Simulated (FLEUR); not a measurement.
# E(M) of FeI2, part 2 of 2

Wanted: E(M) for FeI2, with its minima.

FLEUR MaX-R8.1; PBEsol; all-electron FLAPW, Dirac cores, scalar-relativistic bands. The settings are cheaper than careful work needs.

So far. Step 3 (No spin polarisation): Its energy lies +1301.1 meV a cell from the free run's. Step 4 (Moment fixed at 4.05 μB): Its energy lies +50.0 meV a cell from the free run's.

The database entry behind the starting cell has ideal inner coordinates that were not refined, so it need not match the best structure at ambient conditions.

**5. Moment fixed at 3.375 μB**

inp.xml reads:

```
<?xml version="1.0" encoding="UTF-8" standalone="no"?>
<fleurInput fleurInputVersion="0.39">
   <comment>
      FeI2
   </comment>
   <calculationSetup>
      <cutoffs Kmax="3.6" Gmax="14.4" GmaxXC="14.4" numbands="0"/>
      <scfLoop itmax="90" minDistance="0.00002" maxIterBroyd="15" imix="Anderson" alpha="0.05" precondParam="0.0" spinf="2.0" sdNocoIR="T"/>
      <coreElectrons ctail="T" frcor="F" kcrel="0" coretail_lmax="0"/>
      <xcFunctional name="PBEs" relativisticCorrections="F"/>
      <magnetism jspins="2" fixed_moment="3.375"/>
      <soc l_soc="F" theta="0.0" phi="0.0" spav="F"/>
      <expertModes spex="0" secvar="F"/>
      <geometryOptimization l_f="F" forcealpha="1.0" forcemix="BFGS" epsdisp="0.00001" epsforce="0.00001"/>
      <ldaU l_linMix="F" mixParam="0.05" spinf="1.0"/>
   </calculationSetup>
   <cell>
      <bzIntegration valenceElectrons="50.0" mode="hist" fermiSmearingEnergy="0.00183747">
         <kPointListSelection listName="default-1"/>
         <xi:include xmlns:xi="http://www.w3.org/2001/XInclude" href="kpts.xml"> </xi:include>
      </bzIntegration>
      <xi:include xmlns:xi="http://www.w3.org/2001/XInclude" href="sym.xml"> </xi:include>
      <bulkLattice scale="1.0">
         <bravaisMatrix>
            <row-1>    7.6344935434028969     0.0000000000000000     0.0000000000000000</row-1>
            <row-2>   -3.8172467716920000     6.6116653536193546     0.0000000000000000</row-2>
            <row-3>    0.0000000000000000     0.0000000000000000    12.7556513410499992</row-3>
         </bravaisMatrix>
      </bulkLattice>
   </cell>
   <atomSpecies>
      <species name="Iron (Fe) 4.000" element="Fe" atomicNumber="26">
         <mtSphere radius="2.65" gridPoints="877" logIncrement="0.014"/>
         <atomicCutoffs lmax="12" lnonsphr="8"/>
         <electronConfig flipSpins="F">
            <coreConfig>(1s1/2) (2s1/2) (2p1/2) (2p3/2)</coreConfig>
            <valenceConfig>(3s1/2) (3p1/2) (3p3/2) (4s1/2) (3d3/2) (3d5/2)</valenceConfig>
            <stateOccupation state="(3d3/2)" spinUp="2.0" spinDown="0.4"/>
            <stateOccupation state="(3d5/2)" spinUp="3.0" spinDown="0.6"/>
         </electronConfig>
         <energyParameters s="4" p="4" d="3" f="4"/>
         <lo type="SCLO" l="0" n="3" eDeriv="0"/>
         <lo type="SCLO" l="1" n="3" eDeriv="0"/>
      </species>
      <species name="Iodine (I)" element="I" atomicNumber="53">
         <mtSphere radius="2.65" gridPoints="877" logIncrement="0.015"/>
         <atomicCutoffs lmax="12" lnonsphr="8"/>
         <electronConfig flipSpins="F">
            <coreConfig>(1s1/2) (2s1/2) (2p1/2) (2p3/2) (3s1/2) (3p1/2) (3p3/2) (4s1/2) (3d3/2) (3d5/2) (4p1/2) (4p3/2)</coreConfig>
            <valenceConfig>(5s1/2) (4d3/2) (4d5/2) (5p1/2) (5p3/2)</valenceConfig>
            <stateOccupation state="(5p1/2)" spinUp="0.833333" spinDown="0.833333"/>
            <stateOccupation state="(5p3/2)" spinUp="1.666667" spinDown="1.666667"/>
         </electronConfig>
         <energyParameters s="5" p="5" d="5" f="4"/>
         <lo type="SCLO" l="2" n="4" eDeriv="0"/>
      </species>
   </atomSpecies>
   <atomGroups>
      <atomGroup species="Iron (Fe) 4.000">
         <relPos label="                   1">.0000000000 .0000000000 .0000000000</relPos>
         <force calculate="T" relaxXYZ="TTT"/>
      </atomGroup>
      <atomGroup species="Iodine (I)">
         <relPos label="                   2">1.000/3.000 -1.000/3.000 1.000/4.000</relPos>
         <relPos label="                   3">-1.000/3.000 1.000/3.000 -1.000/4.000</relPos>
         <force calculate="T" relaxXYZ="TTT"/>
      </atomGroup>
   </atomGroups>
   <output dos="F" band="F" slice="F">
      <bandDOS minEnergy="-.5*Htr" maxEnergy="0.5*Htr" sigma="0.015" storeEVData="T"/>
      <plotting iplot="0" polar="F">
         <plot TwoD="T" vec1="  1.0  0.0  0.0" vec2="  0.0  1.0  0.0" vec3="  0.0  0.0  1.0" zero="  0.0  0.0  0.0" file="plot"/>
      </plotting>
      <moessbauerParams electricFieldGradient="F" isomerShift="F" coreHyperfine="F" valenceHyperfine="F"/>
   </output>
</fleurInput>
```

Launch:

```bash
OMP_NUM_THREADS=1 mpirun -n 2 fleur_MPI > fleur.log
```

What it wrote:

```text
[banner, memory and clock lines left out]
Welcome to FLEUR        (www.flapw.de)
      MaX-Release 8.1          (www.max-centre.eu)

 ========== k-point set info ==========
 Selected k-point list: default-1
 k-point list type: mesh
 4 x 4 x 2
 Number of k points: 8

 [... set-up left out ...]
 Iteration:     1   Distance:       4.39117250 me/bohr^3
 Iteration:     2   Distance:       4.02330988 me/bohr^3
 Iteration:     3   Distance:       3.13543514 me/bohr^3
 Iteration:     4   Distance:       1.20603034 me/bohr^3
 Iteration:     5   Distance:       0.35252379 me/bohr^3
[...]
<sumOfEigenvalues value="    -9409.4786251030">
               <coreElectrons value="-9363.4925532358"/>
               <valenceElectrons value="-45.9860718672"/>
            </sumOfEigenvalues>
         [... left out ...]
            <freeEnergy value="-15503.8420045748"/>
            <extrapolationTo0K value="-15503.8409766244"/>
         </totalEnergy>
         <densityConvergence units="me/bohr^3">
            <chargeDensity spin="1" distance="0.0000022346"/>
            <chargeDensity spin="2" distance="0.0000038584"/>
            <overallChargeDensity distance="0.0000048266"/>
            <spinDensity distance="0.0000040577"/>
         </densityConvergence>
      </iteration>
```

The job ended after 93 s (2 MPI ranks of Arm Neoverse N1, shared host; peak memory 0.24 GiB; 3.1 min of CPU time).

Numbers from this step:

| Property | Result |
| --- | --- |
| magnetization | 3.375 μB |

Its energy lies +200.2 meV a cell from the free run's.

**6. Moment fixed at 4.725 μB**

Changes to inp.xml since step 5:

```diff
@@ -10,3 +10,3 @@
       <xcFunctional name="PBEs" relativisticCorrections="F"/>
-      <magnetism jspins="2" fixed_moment="3.375"/>
+      <magnetism jspins="2" fixed_moment="4.725"/>
       <soc l_soc="F" theta="0.0" phi="0.0" spav="F"/>
```

What it wrote:

```text
[banner, memory and clock lines left out]
Welcome to FLEUR        (www.flapw.de)
      MaX-Release 8.1          (www.max-centre.eu)

 ========== k-point set info ==========
 Selected k-point list: default-1
 k-point list type: mesh
 4 x 4 x 2
 Number of k points: 8

 [... set-up left out ...]
 Iteration:     1   Distance:       4.43919142 me/bohr^3
 Iteration:     2   Distance:       4.02108413 me/bohr^3
 Iteration:     3   Distance:       2.85851116 me/bohr^3
 Iteration:     4   Distance:       2.76257399 me/bohr^3
 Iteration:     5   Distance:       0.53395955 me/bohr^3
[...]
<sumOfEigenvalues value="    -9410.0589486271">
               <coreElectrons value="-9363.6248695549"/>
               <valenceElectrons value="-46.4340790722"/>
            </sumOfEigenvalues>
         [... left out ...]
            <freeEnergy value="-15503.8150651562"/>
            <extrapolationTo0K value="-15503.8146839761"/>
         </totalEnergy>
         <densityConvergence units="me/bohr^3">
            <chargeDensity spin="1" distance="0.0000028284"/>
            <chargeDensity spin="2" distance="0.0000042563"/>
            <overallChargeDensity distance="0.0000065535"/>
            <spinDensity distance="0.0000030468"/>
         </densityConvergence>
      </iteration>
```

Run time: 75 s. Hardware: 2 MPI ranks; peak memory 0.24 GiB; 2.5 min of CPU time.

Numbers from this step:

```yaml
magnetization: 4.725 μB
```

Its energy lies +933.3 meV a cell from the free run's.

**7. All moments**

The other moments were run in the same way.

The energy over the lowest by total spin moment:

```csv
total spin moment (μB a cell),energy over the lowest (meV a cell)
0.00,1301
0.68,1241
1.35,1066
2.02,810
2.70,506
3.38,200
4.00,0
4.05,50.0
4.72,933
5.40,2100
```

Table of moment, largest sphere moment by total spin moment:

| total spin moment (μB a cell) | moment, largest sphere moment (μB) |
| --- | --- |
| 0.00 | 0 |
| 0.68 | 0.812 |
| 1.35 | 1.52 |
| 2.02 | 2.18 |
| 2.70 | 2.75 |
| 3.38 | 3.19 |
| 4.00 | 3.49 |
| 4.05 | 3.51 |
| 4.72 | 3.83 |
| 5.40 | 4.13 |

**8. What came out**

```
moment of the free run     : 4 μB a cell
moment of the lowest point : 4 μB a cell
energy of the spinless run : 1301 meV a cell over the lowest
```

In words: The lowest point lies 1301 meV a cell under the spinless run, in free energy at a smearing of 0.05 eV. The point at zero is the spinless run. Opposed orders, which also have no total moment, were not run. The minimum lies at a whole number of μB, where the curve can have a kink, as in crystals whose spin channels fill whole shells.

[Logs and program files are shortened in this print: banners, set-up blocks, solver, clock and traceback lines can be left out without a mark of their own.]

[Logs are printed without paths, hosts, clocks, repeated set-up lines and the standing remarks that a program may print on its own settings, such as how far it seeks lower states.]

[Hosts, paths, dates, database ids (printed as entryN), source tags and the programs' standing remarks are cut or masked in the printed files.]

[Where a cell is said to come from a database of computed structures, the database is the Materials Project.]
